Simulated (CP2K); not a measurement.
Two runs for the C K edge of ethynylallene. Run A: CP2K XAS_TDP, all-electron GAPW, PBEh(45%), aug-cc-pVDZ, TDA, no relativity. Run B differs in one setting.

First lines with a strength over 0.0015. A:

```csv
atom,energy (eV),states,"strength, one atom"
C1 (bonded to C and H),281.55,1,0.0420
,282.08,1,0.0473
,284.37,1,0.0054
,284.87,1,0.0027
,285.18,1,0.0036
C2 (bonded to 2 C),281.99,1,0.0324
,282.29,1,0.0506
,284.62,1,0.0060
,285.08,1,0.0241
,287.75,1,0.0030
C3 (bonded to 2 C and H),281.99,1,0.0387
,283.98,1,0.0033
,285.23,1,0.0029
,286.17,1,0.0054
,286.39,1,0.0024
C4 (bonded to 2 C),281.39,1,0.0570
,281.83,1,0.0572
,286.77,1,0.0021
,289.00,1,0.0031
,289.05,1,0.0016
C5 (bonded to C and 2 H),281.59,1,0.0478
,283.07,1,0.0017
,284.48,1,0.0035
,285.41,1,0.0159
,285.62,1,0.0031
```

B:

```csv
atom,energy (eV),states,"strength, one atom"
C1 (bonded to C and H),267.72,1,0.0137
,268.22,1,0.0028
,269.31,1,0.0039
,269.56,1,0.0061
,269.69,1,0.0067
C2 (bonded to 2 C),268.00,1,0.0046
,268.60,1,0.0030
,269.79,1,0.0018
,269.88,1,0.0172
,270.16,1,0.0092
C3 (bonded to 2 C and H),268.68,1,0.0135
,271.64,1,0.0053
,272.43,1,0.0133
,272.78,1,0.0024
,273.69,1,0.0057
C4 (bonded to 2 C),268.75,1,0.0299
,269.29,1,0.0256
,270.26,1,0.0050
,270.44,1,0.0044
,271.57,1,0.0033
C5 (bonded to C and 2 H),268.77,1,0.0194
,269.58,1,0.0020
,269.87,1,0.0022
,270.28,1,0.0019
,270.33,1,0.0022
```

**Question.** Which was it: the basis, GW2X switched on, scalar relativity switched on, the functional?

The functional (functional from PBEh(45%) to PBE; the lines alone don't name the new value). A functional moves all lines by electronvolts and changes their spacings and strengths. Against PBEh(45%) in aug-cc-pVDZ, the leading lines move by -13.83 eV (C1, to 267.72), -13.31 eV (C3, to 268.68), -12.64 eV (C4, to 268.75) and -12.82 eV (C5, to 268.77); the strength of C1's goes from 0.0420 to 0.0137, so the two may not be the same state. For C2 the rule picks another line of the list in the two runs, so no shift is given.

[Banner, clock and machine lines of the logs are left out without a mark of their own.]

[Logs are printed without paths, hosts, clocks, repeated set-up lines and the standing remarks that a program may print on its own settings, such as how far it seeks lower states.]

[Hosts, paths, dates, database ids (printed as entryN), source tags and the programs' standing remarks are cut or masked in the printed files.]
